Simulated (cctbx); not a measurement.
# A disordered crystal of nominal Co2ReO6

Cell a = 8.5110 Å, b = 5.1100 Å, c = 9.9850 Å, α = 90.00°, β = 90.00°, γ = 90.00°; space group Cmce (no. 64); nominal formula Co2ReO6.

Simulated single-crystal data (cctbx): synchrotron X-rays, λ = 0.6889 Å, to d = 0.65 Å, 80 % of the full sphere, strongest reflection 5000 counts, noise from counting, a 1.5 % proportional error and a noise floor of 2 counts (s.d.); no absorption.

With every site full:

```text
Rint 0.044, 439 unique reflections to 0.65 A
cycle     R1     wR2    GooF  max shift (A)
   1  0.1949  0.4100  10.314   0.01456
   3  0.0770  0.1684   4.236   0.00003
final R1 0.0770 wR2 0.1684 GooF 4.236  parameters 24  data/parameter 18.3
atom        x        y        z      Ueq    occ   su(xyz)  su(Uiso or U11)
Re1    0.50000  0.00000  0.50000   0.0152  1.000  0.00000  0.0007
Co2    0.17359  0.00000  0.50000  -0.0021  1.000  0.00027  0.0010  NPD
O1     0.66867  0.32596  0.08940   0.0187  1.000  0.00301  0.0093
O2     0.50000  0.34768  0.40090   0.0236  1.000  0.00505  0.0128
difference map: max 11.76 min -4.42 rms 1.17
Q1    0.1311  0.0000  0.5000    8   11.77  0.36 A from Co2
Q2    0.2157  0.0000  0.5000    8    6.38  0.36 A from Co2
Q3    0.0000  0.0000  0.0000    4    4.59  0.00 A from Re1
Q4    0.0000  0.0000  0.5000    4    2.41  1.26 A from O2
Q5    0.0499  0.1238  0.5268   16    2.11  0.85 A from O2
Q6    0.0000  0.0666  0.6230    8    1.97  0.50 A from O2
```

With the occupancies of the suspect sites free, each still typed as its main element:

```text
Rint 0.044, 439 unique reflections to 0.65 A
cycle     R1     wR2    GooF  max shift (A)
   1  0.1908  0.3701   9.333   0.01109
   8  0.0158  0.0379   0.955   0.00007
final R1 0.0157 wR2 0.0378 GooF 0.953  parameters 26  data/parameter 16.9
atom        x        y        z      Ueq    occ   su(xyz)  su(Uiso or U11)
Re1    0.50000  0.00000  0.50000   0.0128  0.850  0.00000  0.0001
Co2    0.17274  0.00000  0.50000   0.0085  1.170  0.00006  0.0002
O1     0.66943  0.32673  0.09061   0.0243  1.000  0.00068  0.0022
O2     0.50000  0.34996  0.40172   0.0307  1.000  0.00117  0.0029
su of occupancy Re1: 0.010
su of occupancy Co2: 0.014
difference map: max 1.79 min -2.21 rms 0.35
Q1    0.0000  0.1605  0.0823    8    1.82  0.98 A from O2
Q2    0.0000  0.1349  0.4225    8    1.69  1.47 A from O2
Q3    0.0000  0.0395  0.6448    8    1.22  0.73 A from O2
Q4    0.0785  0.2390  0.0491   16    1.21  1.00 A from O2
Q5    0.2340  0.1971  0.0258   16    1.16  1.24 A from O1
Q6    0.1729  0.1807  0.7045   16    1.13  1.76 A from O1
```

**Question.** What is the disorder?

X-rays count electrons. Re1 refines to 0.850(0.010), or 63.8 electrons; the site truly holds 0.8 Re and 0.2 Co, 65.4 electrons, which is 0.872 of Re; Co2 refines to 1.170(0.014), or 31.6 electrons; the site truly holds 0.9 Co and 0.1 Re, 31.8 electrons, which is 1.178 of Co. A value under 1 can't tell vacancies from a lighter guest, and one over 1 needs a heavier guest; chemistry or a second radiation must settle which. Occupancy correlates with U and the scale, and the two elements' form factors differ in shape, so the match is approximate.

Freeing them takes R1 from 0.0770 to 0.0157 and GooF from 4.24 to 0.95.

The model was made for the exercise: a known structure type with other elements put in, its volume estimated, not relaxed; displacement parameters are assumed.

[Middle refinement cycles are left out of these outputs.]

[Logs are printed without paths, hosts, clocks, repeated set-up lines and the standing remarks that a program may print on its own settings, such as how far it seeks lower states.]
